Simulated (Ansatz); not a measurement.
An input for Ansatz 0.2.0 (AlGaAs2 (zincblende [001] superlattice)):

```yaml
crystal:
  lattice:
    - [4.0119392945, 0.0, 0.0]
    - [0.0, 4.0119825567, 0.0]
    - [0.0, 0.0, 16.9639990008]
  atoms:
    - { symbol: Ga, position: [0.0, 0.0, 0.041883131] }
    - { symbol: As, position: [0.5, 0.0, 0.1250030985] }
    - { symbol: Ga, position: [0.5, 0.5, 0.2080747316] }
    - { symbol: As, position: [0.0, 0.5, 0.2911462969] }
    - { symbol: Ga, position: [0.0, 0.0, 0.3742615825] }
    - { symbol: As, position: [0.5, 0.0, 0.4576570677] }
    - { symbol: Al, position: [0.5, 0.5, 0.5409535735] }
    - { symbol: As, position: [0.0, 0.5, 0.6244927567] }
    - { symbol: Al, position: [0.0, 0.0, 0.7080706728] }
    - { symbol: As, position: [0.5, 0.0, 0.7916495587] }
    - { symbol: Al, position: [0.5, 0.5, 0.8751865784] }
    - { symbol: As, position: [0.0, 0.5, 0.958483386] }
kpoints:
  mp_grid: { grid: [4, 4, 2] }
hamiltonian:
  xc: pbesol
  pseudopotentials: { kind: paw, azcp: { folder: "./paw" } }
scf:
  occupations: { method: fixed }
gw:
  n_empty_bands: 815
  ecut_chi: 120.0
  qp_bands: [v4, c4]
  qp_kpoints: band_edges
  screening: { model: contour_deformation }
```

```sh
ansatz run input.yaml --threads 3 --pin off --max-ram 92160MiB --backend cuda --events-out ev --progress --plain --runs-dir out --devices 1 --max-vram 13GiB
```

Estimate wall time and host memory on 1 × NVIDIA H100 80GB HBM3 (shared by 6 runs) with 3 threads of AMD EPYC 7R13 (Zen 3), shared host.

It took 2.6 min; on shared hardware allow 77 s to 5.2 min. Peak host memory was 4.5 GiB. The sizes that set the cost: 5297 plane waves a state, 18 irreducible k points, 884 bands summed, 803 plane waves in the screening and 10 SCF cycles.

The screening grows as filled bands × empty bands × pairs of k points, times the square of the screening basis for the matrix.

[Paths, hosts, dates, memory and timing lines, banners, echoed tables and standing remarks are left out of the program output.]

[Logs are printed without paths, hosts, clocks, repeated set-up lines and the standing remarks that a program may print on its own settings, such as how far it seeks lower states.]

[Runs of the session that timed out or met a known fault of the program may be left out.]

[Cells called generated may have been cut or substituted from an entry of the Crystallography Open Database or the Materials Project.]

[Hosts, paths, dates, database ids (printed as entryN), source tags and the programs' standing remarks are cut or masked in the printed files.]
